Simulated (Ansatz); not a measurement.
# Ge wire along [110], 10 atoms a period, H-terminated: bands under strain, part 2 of 3

What gap, if any, does the Ge wire along [110], 10 atoms a period, H-terminated have, and how does it change under strain?

Ansatz 0.2.0; DFT PBE, plane waves, PAW; relaxation of a wire's period (the session's first sound run).

So far. Step 2 (Relaxation of atoms and period): The cell's length comes to 4.151 Å with spin left out.

### Step 3. The wire at its relaxed period

This step: DFT PBE, plane waves, PAW; bands of a perfect wire (Ansatz 0.2.0).

At the relaxed period the bands are computed along the axis; those that cross an energy going forward count the channels that a perfect wire would open there.

File input.yaml:

```yaml
crystal:
  lattice:
    - [15.801, 0.0, 0.0]
    - [0.0, 15.457, 0.0]
    - [0.0, 0.0, 4.151141354]
  atoms:
    - { symbol: H, position: [0.309639051, 0.777056837, 0.0] }
    - { symbol: H, position: [0.310625963, 0.354071325, 0.0] }
    - { symbol: Ge, position: [0.3672933, 0.436477242, 0.0] }
    - { symbol: Ge, position: [0.633514554, 0.30512441, 0.0] }
    - { symbol: H, position: [0.690382014, 0.222943163, 0.0] }
    - { symbol: Ge, position: [0.72340177, 0.434375935, 0.0] }
    - { symbol: H, position: [0.217785541, 0.565367519, 0.29584665] }
    - { symbol: H, position: [0.782235523, 0.434632481, 0.29584665] }
    - { symbol: Ge, position: [0.4529943, 0.694376393, 0.5] }
    - { symbol: Ge, position: [0.454916355, 0.434594719, 0.5] }
    - { symbol: H, position: [0.489711841, 0.223779594, 0.5] }
    - { symbol: H, position: [0.510309224, 0.776220406, 0.5] }
    - { symbol: Ge, position: [0.547026764, 0.305623607, 0.5] }
    - { symbol: Ge, position: [0.545104709, 0.565405281, 0.5] }
    - { symbol: H, position: [0.217785541, 0.565367519, 0.70415335] }
    - { symbol: H, position: [0.782235523, 0.434632481, 0.70415335] }
    - { symbol: Ge, position: [0.276619295, 0.565624065, 0.0] }
    - { symbol: Ge, position: [0.366506511, 0.69487559, 0.0] }
    - { symbol: Ge, position: [0.632727765, 0.563522758, 0.0] }
    - { symbol: H, position: [0.689395102, 0.645928675, 0.0] }
kpoints:
  mp_grid: { grid: [1, 1, 20] }
  band_path: { path: ["Γ", Z], npoints: 90 }
scf:
  occupations: { method: fermi_dirac, width: 0.05 }
hamiltonian:
  xc: pbe
output:
  dos: { e_range: [-5, 4] }
  write_potential: true
  write_density: true
  volumetric_format: npy
```

Command:

```bash
$ ansatz run input.yaml --threads 4 --pin off --max-ram 16384MiB --backend cpu --events-out ev --progress --plain --runs-dir out
```

Numbers of over 12 decimals in the logs are rounded to 6 here.

Log:

```text
[...]
Crystal: 20 atoms, lattice volume = 1013.858 Å³
Basis set: ecut = 420 eV, 19771 PW (Γ)
Bands: 95, of which v1, the nominal top of the filled ones, is band 75 counted from 1 (74 counted from 0)
Symmetry: 4 space group operations
[...]
k-points: 11 of 20
[...]
SCF iter   1: F=—  HF=-43106.030739 eV  |F-HF|=—  |Δ(HF+E_count)|=         —  Δρ=1.32e-3  dr2=2.77e-2  ethr=1.77e-3  ⟨swp⟩=6.7  Hψ=4289  notcnv=0  defer=16
[...]
SCF iter   8: F=-43106.035018 eV  HF=-43106.035018 eV  |F-HF|=3.37e-8  |Δ(HF+E_count)|=   2.96e-7  Δρ=1.65e-6  dr2=3.64e-8  ethr=6.67e-11  ⟨swp⟩=11.8  Hψ=3838  notcnv=0
SCF 1 converged in 8 iterations: F = -43106.035018 eV  dr2 = 3.64e-8
[...]
NSCF: frozen V_eff on 91 k-points
WARN: The output density's exchange-correlation potential varies sharply where the density is thin. Do not read a vacuum level from v_tot or v_xc, or from such a field of the output density. On a cell that repeats whose density bears no net charge and no dipole along the vacuum's axis use v_es (v_loc + v_h of the components); under efield.dipole_correction with no amplitude use v_es + v_field, which holds any externa [...]
SCF converged after 8 iterations
Free energy (F): -43106.035018 eV
[...]
Internal energy: -43106.035018 eV  (E = F + TS)
E sigma→0 (E₀):  -43106.035018 eV
Fermi energy:    -1.237709 eV
[...]
--- Band table (eV; the first three rows and the last of 11) ---
  k-point 0: bands = [... 71 lower, -3.0005, -2.8232, -2.5229, -2.1426, -0.3239, -0.2031, -0.1897, -0.1597, ... 16 higher]
  k-point 1: bands = [... 71 lower, -3.0018, -2.7607, -2.6696, -2.3323, -0.1353, -0.0180, 0.0157, 0.0231, ... 16 higher]
  k-point 2: bands = [... 71 lower, -3.0253, -3.0233, -2.7313, -2.6535, 0.2934, 0.4382, 0.4621, 0.5027, ... 16 higher]
  k-point 10: bands = [... 71 lower, -3.6726, -3.4822, -3.4384, -3.4035, 0.6167, 0.7481, 1.0545, 1.1488, ... 16 higher]
```

Wall time 2.1 min (4 threads of Arm Neoverse V1, shared host); peak memory 4.7 GiB; 8.2 min of CPU time.

The column dr2 measures how far the density is from self-consistency, as an energy; F and HF (Harris–Foulkes) agree once it is small.

Numbers from this step:

```yaml
band_gap: 1.819 eV
```

Electronic bands along the path, in eV, zero at the Fermi level; v1 is the highest filled band, c1 the lowest empty one:

```csv
point,v4,v3,v2,v1,c1,c2,c3,c4
Γ,-1.76,-1.59,-1.29,-0.90,0.91,1.03,1.05,1.08
halfway,-2.24,-2.00,-1.98,-1.56,2.16,2.37,2.41,2.49
Z,-2.43,-2.24,-2.20,-2.17,1.85,1.99,2.29,2.39
```

The gap is 1.82 eV, with spin left out.

The path shows a direct gap of 1.82 eV (valence top at Γ, conduction bottom at Γ).

### Step 4. Strain along the wire, period over the relaxed period 0.96, k-mesh 1×1×16

This step: DFT PBE, plane waves, PAW; relaxation at a fixed period (Ansatz 0.2.0).

The period is set to 0.96 times the relaxed one and the atoms relax within it: strain changes bond lengths and angles, which shifts the bands against each other. Against the first PBE run of this kind, the mesh along the wire has 16 points against 20.

The cell differs from the one that the last finished run ended in (c 4.151 → 3.985 Å).

Edit input.yaml of step 3 so:

```diff
@@ -4,3 +4,3 @@
     - [0.0, 15.457, 0.0]
-    - [0.0, 0.0, 4.151141354]
+    - [0.0, 0.0, 3.9850956999]
   atoms:
@@ -27,3 +27,3 @@
 kpoints:
-  mp_grid: { grid: [1, 1, 20] }
+  mp_grid: { grid: [1, 1, 16] }
   band_path: { path: ["Γ", Z], npoints: 90 }
@@ -33,6 +33,6 @@
   xc: pbe
+relax:
+  max_steps: 40
+  f_tol: 0.02
 output:
-  dos: { e_range: [-5, 4] }
-  write_potential: true
-  write_density: true
-  volumetric_format: npy
+  stress: true
```

Log:

```text
Warning: output.stress: scf.convergence.dr2_threshold = 1e-7 eV (the SCF's general default) is looser than the 2e-9 eV advised for a printed stress (1e-10 eV for each atom of the cell: 20). What an SCF threshold leaves in a stress goes as its square root, and in the free energy as the threshold itself, and one threshold admits the most on a small cell: [figures from the program's tests cut] Every solve of this run an [...]
[...]
Crystal: 20 atoms, lattice volume = 973.304 Å³
Basis set: ecut = 420 eV, 19095 PW (Γ), exchange–correlation on 216×216×54 points (8 copies of the dense FFT grid, shifted against one another)
Bands: 95, of which v1, the nominal top of the filled ones, is band 75 counted from 1 (74 counted from 0)
Symmetry: 4 space group operations
[...]
k-points: 9 of 16
[...]
SCF iter   1: F=—  HF=-43105.790133 eV  |F-HF|=—  |Δ(HF+E_count)|=         —  Δρ=1.27e-3  dr2=2.42e-2  ethr=1.77e-3  ⟨swp⟩=6.8  Hψ=3530  notcnv=0  defer=10
[...]
SCF iter   6: F=-43105.793635 eV  HF=-43105.793635 eV  |F-HF|=1.37e-7  |Δ(HF+E_count)|=   1.55e-5  Δρ=1.28e-5  dr2=2.47e-6  ethr=6.67e-9  ⟨swp⟩=4.0  Hψ=2466  notcnv=0
SCF 1 converged in 6 iterations: F = -43105.793635 eV  dr2 = 2.47e-6
[...]
relax step   1: F+E_penalty+E_count = -43105.79363498 eV  Δ(F+E_penalty+E_count) = +0.000e0 eV  max|allowed force component| = 6.431e-1 eV/Å  Δτ_max = 0.0000 Å  (6 SCF iters, dr2 threshold 1.00e-5 eV, accepted)
[...]
SCF iter   5: F=-43105.861313 eV  HF=-43105.861319 eV  |F-HF|=6.49e-6  |Δ(HF+E_count)|=   3.06e-6  Δρ=3.16e-5  dr2=1.43e-5  ethr=1.72e-8  ⟨swp⟩=3.0  Hψ=3085  notcnv=0
SCF 2 converged in 5 iterations: F = -43105.861313 eV  dr2 = 1.43e-5
relax step   2: F+E_penalty+E_count = -43105.86131291 eV  Δ(F+E_penalty+E_count) = -6.768e-2 eV  max|allowed force component| = 2.214e-1 eV/Å  Δτ_max = 0.0539 Å  (5 SCF iters, dr2 threshold 2.58e-5 eV, accepted)
SCF iter   1: F=—  HF=-43105.865730 eV  |F-HF|=—  |Δ(HF+E_count)|=         —  Δρ=7.32e-4  dr2=2.91e-3  ethr=2.56e-5  ⟨swp⟩=3.0  Hψ=1394  notcnv=0  defer=118
[...]
SCF iter   5: F=-43105.865608 eV  HF=-43105.865608 eV  |F-HF|=2.88e-7  |Δ(HF+E_count)|=   1.92e-6  Δρ=6.97e-6  dr2=7.38e-7  ethr=2.04e-9  ⟨swp⟩=4.1  Hψ=2467  notcnv=0
SCF 3 converged in 5 iterations: F = -43105.865608 eV  dr2 = 7.38e-7
relax step   3: F+E_penalty+E_count = -43105.86560768 eV  Δ(F+E_penalty+E_count) = -4.295e-3 eV  max|allowed force component| = 3.073e-2 eV/Å  Δτ_max = 0.0176 Å  (5 SCF iters, dr2 threshold 3.06e-6 eV, accepted)
SCF iter   1: F=—  HF=-43105.865778 eV  |F-HF|=—  |Δ(HF+E_count)|=         —  Δρ=3.56e-4  dr2=7.46e-4  ethr=4.17e-6  ⟨swp⟩=2.0  Hψ=1349  notcnv=0  defer=118
[...]
SCF iter   6: F=-43105.865993 eV  HF=-43105.865993 eV  |F-HF|=8.97e-9  |Δ(HF+E_count)|=   8.13e-9  Δρ=1.00e-6  dr2=1.89e-8  ethr=6.67e-11  ⟨swp⟩=4.0  Hψ=2423  notcnv=0
SCF 4 converged in 6 iterations: F = -43105.865993 eV  dr2 = 1.89e-8
relax step   4: F+E_penalty+E_count = -43105.86599272 eV  Δ(F+E_penalty+E_count) = -3.850e-4 eV  max|allowed force component| = 5.523e-3 eV/Å  Δτ_max = 0.0089 Å  (6 SCF iters, accepted)
[...]
the band table was solved once a step of the walk had ended and its energy, with any forces and stress, was formed, with the checks that follow a solve (4543 applications of the Hamiltonian). They found nothing against the state; the energy, forces and stress were not computed again (output.eigenvalues in the input reference)
[...]
SCF converged after 6 iterations
Free energy (F): -43105.865993 eV
[...]
Internal energy: -43105.865993 eV  (E = F + TS)
E sigma→0 (E₀):  -43105.865993 eV
Fermi energy:    -0.735190 eV
[...]
--- Forces (eV/Å), atoms counted from 1 ---
  atom   1  H      0.00111517    -0.00042863     0.00000000
  atom   2  H      0.00284713     0.00106873    -0.00000000
  atom   3  Ge    -0.00243018    -0.00215403     0.00000000
  atom   4  Ge     0.00182542    -0.00072210     0.00000000
  atom   5  H     -0.00111517     0.00042863    -0.00000000
  atom   6  Ge     0.00552324    -0.00255728     0.00000000
  atom   7  H      0.00088716     0.00006071    -0.00097081
  atom   8  H     -0.00088716    -0.00006071    -0.00097081
  atom   9  Ge     0.00255690    -0.00186335    -0.00000000
  atom  10  Ge     0.00463347    -0.00021918     0.00000000
  atom  11  H      0.00025433    -0.00254008     0.00000000
  atom  12  H     -0.00025433     0.00254008    -0.00000000
  atom  13  Ge    -0.00255690     0.00186335     0.00000000
  atom  14  Ge    -0.00463347     0.00021918    -0.00000000
  atom  15  H      0.00088716     0.00006071     0.00097081
  atom  16  H     -0.00088716    -0.00006071     0.00097081
  atom  17  Ge    -0.00552324     0.00255728     0.00000000
  atom  18  Ge    -0.00182542     0.00072210    -0.00000000
  atom  19  Ge     0.00243018     0.00215403    -0.00000000
  atom  20  H     -0.00284713    -0.00106873     0.00000000
  max |Σ_I F_I| component: 1.73e-18 eV/Å
--- Stress (GPa, compression-positive) ---
        0.001165      -0.002075      -0.000000
       -0.002075       0.002081      -0.000000
       -0.000000      -0.000000       1.403106
  P = ⅓ Tr σ = 0.4688 GPa (4.688 kbar)
--- Band table (eV; the first three rows and the last of 9) ---
  k-point 0: bands = [... 71 lower, -2.7644, -2.5438, -2.0753, -1.6843, 0.2179, 0.3716, 0.4149, 0.4439, ... 16 higher]
  k-point 1: bands = [... 71 lower, -2.7573, -2.6040, -2.3540, -2.0125, 0.4910, 0.6897, 0.7216, 0.7256, ... 16 higher]
  k-point 2: bands = [... 71 lower, -2.9803, -2.9163, -2.6396, -2.5383, 0.9727, 1.1754, 1.2465, 1.4175, ... 16 higher]
  k-point 8: bands = [... 71 lower, -3.6178, -3.3815, -3.3255, -3.3188, 0.6265, 0.7921, 1.1362, 1.2342, ... 16 higher]
--- Relaxed structure (4 steps of the walk, 4 accepted, 0 SCFs on fresh bases) ---
  F+E_penalty+E_count = -43105.86599272 eV   max|allowed force component| = 5.523e-3 eV/Å
  atoms:
    - { symbol: H, position: [0.307536, 0.777622, 0] }
    - { symbol: H, position: [0.307923, 0.354309, 0] }
    - { symbol: Ge, position: [0.364540, 0.436628, 0] }
    - { symbol: Ge, position: [0.635919, 0.304649, 0] }
    - { symbol: H, position: [0.692485, 0.222378, 0] }
    - { symbol: Ge, position: [0.725202, 0.433940, 0] }
    - { symbol: H, position: [0.214954, 0.565902, 0.303132] }
    - { symbol: H, position: [0.785067, 0.434098, 0.303132] }
    - { symbol: Ge, position: [0.453714, 0.694815, 0.500000] }
    - { symbol: Ge, position: [0.455233, 0.434550, 0.500000] }
    - { symbol: H, position: [0.489002, 0.223486, 0.500000] }
    - { symbol: H, position: [0.511019, 0.776514, 0.500000] }
    - { symbol: Ge, position: [0.546307, 0.305185, 0.500000] }
    - { symbol: Ge, position: [0.544788, 0.565450, 0.500000] }
    - { symbol: H, position: [0.214954, 0.565902, 0.696868] }
    - { symbol: H, position: [0.785067, 0.434098, 0.696868] }
    - { symbol: Ge, position: [0.274819, 0.566060, 0] }
    - { symbol: Ge, position: [0.364102, 0.695351, 0] }
    - { symbol: Ge, position: [0.635481, 0.563372, 0] }
    - { symbol: H, position: [0.692098, 0.645691, 0] }
```

Run time: 2.6 min. Hardware: 4 threads; peak memory 4.6 GiB; 10 min of CPU time.

Step by step:

```csv
step,energy less that of the first step (eV),largest force component (eV/Å)
1,0.0000,0.6431
2,-0.0677,0.2214
3,-0.0720,0.0307
4,-0.0724,0.0055
```

Forces are held to the 4 operations that the run works with; a distortion that breaks them can't arise in this run.

The atoms that moved most (Å):

| atom | dx | dy | dz | length |
| --- | --- | --- | --- | --- |
| H8 | 0.045 | -0.008 | 0.029 | 0.054 |
| H16 | 0.045 | -0.008 | -0.029 | 0.054 |
| H7 | -0.045 | 0.008 | 0.029 | 0.054 |
| H15 | -0.045 | 0.008 | -0.029 | 0.054 |
| Ge3 | -0.043 | 0.002 | 0.000 | 0.044 |
| Ge19 | 0.043 | -0.002 | 0.000 | 0.044 |
| H2 | -0.043 | 0.004 | 0.000 | 0.043 |
| H20 | 0.043 | -0.004 | 0.000 | 0.043 |

Final coordinates:

```xyz
20
Lattice="15.8010 0.0000 0.0000 0.0000 15.4570 0.0000 0.0000 0.0000 3.9851" Properties=species:S:1:pos:R:3
H     4.8594   12.0197    0.0000
H     4.8655    5.4765    0.0000
Ge    5.7601    6.7490    0.0000
Ge   10.0482    4.7090    0.0000
H    10.9420    3.4373    0.0000
Ge   11.4589    6.7074    0.0000
H     3.3965    8.7471    1.2080
H    12.4048    6.7099    1.2080
Ge    7.1691   10.7398    1.9925
Ge    7.1931    6.7168    1.9925
H     7.7267    3.4544    1.9925
H     8.0746   12.0026    1.9925
Ge    8.6322    4.7172    1.9925
Ge    8.6082    8.7402    1.9925
H     3.3965    8.7471    2.7771
H    12.4048    6.7099    2.7771
Ge    4.3424    8.7496    0.0000
Ge    5.7532   10.7480    0.0000
Ge   10.0412    8.7080    0.0000
H    10.9358    9.9805    0.0000
```

Numbers from this step:

```yaml
band_gap: 1.902 eV
```

Electronic bands along the path, in eV, zero at the Fermi level; v1 is the highest filled band, c1 the lowest empty one:

```csv
point,v4,v3,v2,v1,c1,c2,c3,c4
Γ,-2.03,-1.81,-1.34,-0.95,0.95,1.11,1.15,1.18
halfway,-2.66,-2.41,-2.40,-1.97,1.75,1.98,2.04,2.12
Z,-2.88,-2.65,-2.59,-2.58,1.36,1.53,1.87,1.97
```

The gap is 1.90 eV, against 1.82 eV under PBE at the relaxed period.

### Step 5. At a strained period, period over the relaxed period 0.98, k-mesh 1×1×15

The period is set to 0.98 times the relaxed one and the atoms relax within it: strain changes bond lengths and angles, which shifts the bands against each other. Against the first PBE run of this kind, the mesh along the wire has 15 points against 20.

Edit input.yaml of step 4 so:

```diff
@@ -4,3 +4,3 @@
     - [0.0, 15.457, 0.0]
-    - [0.0, 0.0, 3.9850956999]
+    - [0.0, 0.0, 4.0681185269]
   atoms:
@@ -27,3 +27,3 @@
 kpoints:
-  mp_grid: { grid: [1, 1, 16] }
+  mp_grid: { grid: [1, 1, 15] }
   band_path: { path: ["Γ", Z], npoints: 90 }
```

Log:

```text
[...]
Crystal: 20 atoms, lattice volume = 993.581 Å³
Basis set: ecut = 420 eV, 19439 PW (Γ), exchange–correlation on 216×216×60 points (8 copies of the dense FFT grid, shifted against one another)
Bands: 95, of which v1, the nominal top of the filled ones, is band 75 counted from 1 (74 counted from 0)
Symmetry: 4 space group operations
[...]
- { symbol: Ge, position: [0.546698, 0.305219, 0.5] }
    - { symbol: Ge, position: [0.544805, 0.565526, 0.5] }
    - { symbol: H, position: [0.216534, 0.565673, 0.700540] }
    - { symbol: H, position: [0.783487, 0.434327, 0.700540] }
    - { symbol: Ge, position: [0.275806, 0.565901, 0] }
    - { symbol: Ge, position: [0.365296, 0.695210, 0] }
    - { symbol: Ge, position: [0.633959, 0.563345, 0] }
    - { symbol: H, position: [0.690594, 0.645698, 0] }
[key lines of the parts left out:]
SCF converged after 3 iterations
Free energy (F): -43105.994875 eV
Fermi energy:    -0.991460 eV
P = ⅓ Tr σ = 0.2172 GPa (2.172 kbar)
```

The job ended after 2.4 min (4 threads; peak memory 4.7 GiB; 9.4 min of CPU time).

Relaxation path:

```csv
step,energy less that of the first step (eV),largest force component (eV/Å)
1,0.0000,0.3028
2,-0.0153,0.1029
3,-0.0166,0.0126
4,-0.0166,0.0126
```

The run keeps the 4 symmetry operations that it works with, so distortions that break them were not tested.

The atoms that moved most (Å):

| atom | dx | dy | dz | length |
| --- | --- | --- | --- | --- |
| H8 | 0.020 | -0.005 | 0.015 | 0.025 |
| H16 | 0.020 | -0.005 | -0.015 | 0.025 |
| H7 | -0.020 | 0.005 | 0.015 | 0.025 |
| H15 | -0.020 | 0.005 | -0.015 | 0.025 |
| Ge18 | -0.019 | 0.005 | 0.000 | 0.020 |
| Ge4 | 0.019 | -0.005 | 0.000 | 0.020 |
| Ge3 | -0.019 | 0.003 | 0.000 | 0.020 |
| Ge19 | 0.019 | -0.003 | 0.000 | 0.020 |

Final coordinates:

```xyz
20
Lattice="15.8010 0.0000 0.0000 0.0000 15.4570 0.0000 0.0000 0.0000 4.0681" Properties=species:S:1:pos:R:3
H     4.8741   12.0154    0.0000
H     4.8893    5.4764    0.0000
Ge    5.7841    6.7494    0.0000
Ge   10.0293    4.7111    0.0000
H    10.9272    3.4416    0.0000
Ge   11.4433    6.7099    0.0000
H     3.4215    8.7436    1.2182
H    12.3799    6.7134    1.2182
Ge    7.1630   10.7392    2.0341
Ge    7.1929    6.7157    2.0341
H     7.7341    3.4530    2.0341
H     8.0672   12.0040    2.0341
Ge    8.6384    4.7178    2.0341
Ge    8.6085    8.7413    2.0341
H     3.4215    8.7436    2.8499
H    12.3799    6.7134    2.8499
Ge    4.3580    8.7471    0.0000
Ge    5.7720   10.7459    0.0000
Ge   10.0172    8.7076    0.0000
H    10.9121    9.9806    0.0000
```

The gap is 1.87 eV, against 1.82 eV under PBE at the relaxed period.

### Step 6. At a strained period, period over the relaxed period 1.02, k-mesh 1×1×15

The period is set to 1.02 times the relaxed one and the atoms relax within it: strain changes bond lengths and angles, which shifts the bands against each other. Against the first PBE run of this kind, the mesh along the wire has 15 points against 20.

The cell differs from the one that the last finished run ended in (c 4.068 → 4.234 Å).

Edit input.yaml of step 5 so:

```diff
@@ -4,3 +4,3 @@
     - [0.0, 15.457, 0.0]
-    - [0.0, 0.0, 4.0681185269]
+    - [0.0, 0.0, 4.2341641811]
   atoms:
```

Log:

```text
[...]
Crystal: 20 atoms, lattice volume = 1034.136 Å³
Basis set: ecut = 420 eV, 20173 PW (Γ), exchange–correlation on 216×216×60 points (8 copies of the dense FFT grid, shifted against one another)
Bands: 95, of which v1, the nominal top of the filled ones, is band 75 counted from 1 (74 counted from 0)
Symmetry: 4 space group operations
[...]
- { symbol: Ge, position: [0.547303, 0.305872, 0.5] }
    - { symbol: Ge, position: [0.545230, 0.565375, 0.5] }
    - { symbol: H, position: [0.219349, 0.565026, 0.708729] }
    - { symbol: H, position: [0.780672, 0.434974, 0.708729] }
    - { symbol: Ge, position: [0.277908, 0.565389, 0.0] }
    - { symbol: Ge, position: [0.367787, 0.694640, 0.0] }
    - { symbol: Ge, position: [0.631339, 0.563709, 0.0] }
    - { symbol: H, position: [0.688233, 0.645982, 0.0] }
[key lines of the parts left out:]
SCF converged after 3 iterations
Free energy (F): -43105.997406 eV
Fermi energy:    -1.468695 eV
P = ⅓ Tr σ = -0.1908 GPa (-1.908 kbar)
```

Wall time 2.6 min (4 threads); peak memory 4.8 GiB; 10 min of CPU time.

The steps of the relaxation:

```
step  energy less that of the first step (eV)  largest force component (eV/Å)
   1                                   0.0000                          0.2682
   2                                  -0.0144                          0.0992
   3                                  -0.0172                          0.0132
   4                                  -0.0172                          0.0132
```

The run keeps the 4 symmetry operations that it works with, so distortions that break them were not tested.

The atoms that moved most (Å):

| atom | dx | dy | dz | length |
| --- | --- | --- | --- | --- |
| H7 | 0.025 | -0.005 | -0.019 | 0.032 |
| H15 | 0.025 | -0.005 | 0.019 | 0.032 |
| H8 | -0.025 | 0.005 | -0.019 | 0.032 |
| H16 | -0.025 | 0.005 | 0.019 | 0.032 |
| Ge19 | -0.022 | 0.003 | 0.000 | 0.022 |
| Ge3 | 0.022 | -0.003 | 0.000 | 0.022 |
| Ge6 | -0.020 | 0.004 | 0.000 | 0.021 |
| Ge17 | 0.020 | -0.004 | 0.000 | 0.021 |

Final coordinates:

```xyz
20
Lattice="15.8010 0.0000 0.0000 0.0000 15.4570 0.0000 0.0000 0.0000 4.2342" Properties=species:S:1:pos:R:3
H     4.9068   12.0035    0.0000
H     4.9266    5.4721    0.0000
Ge    5.8255    6.7438    0.0000
Ge    9.9899    4.7200    0.0000
H    10.8946    3.4535    0.0000
Ge   11.4101    6.7178    0.0000
H     3.4659    8.7336    1.2333
H    12.3354    6.7234    1.2333
Ge    7.1534   10.7291    2.1171
Ge    7.1862    6.7180    2.1171
H     7.7420    3.4624    2.1171
H     8.0593   11.9946    2.1171
Ge    8.6479    4.7279    2.1171
Ge    8.6152    8.7390    2.1171
H     3.4659    8.7336    3.0009
H    12.3354    6.7234    3.0009
Ge    4.3912    8.7392    0.0000
Ge    5.8114   10.7370    0.0000
Ge    9.9758    8.7132    0.0000
H    10.8748    9.9849    0.0000
```

The gap is 1.74 eV, against 1.82 eV under PBE at the relaxed period.

(Part 2 of 3 ends here.)

[Logs are printed without paths, hosts, clocks, repeated set-up lines and the standing remarks that a program may print on its own settings, such as how far it seeks lower states.]

[Hosts, paths, dates, database ids (printed as entryN), source tags and the programs' standing remarks are cut or masked in the printed files.]
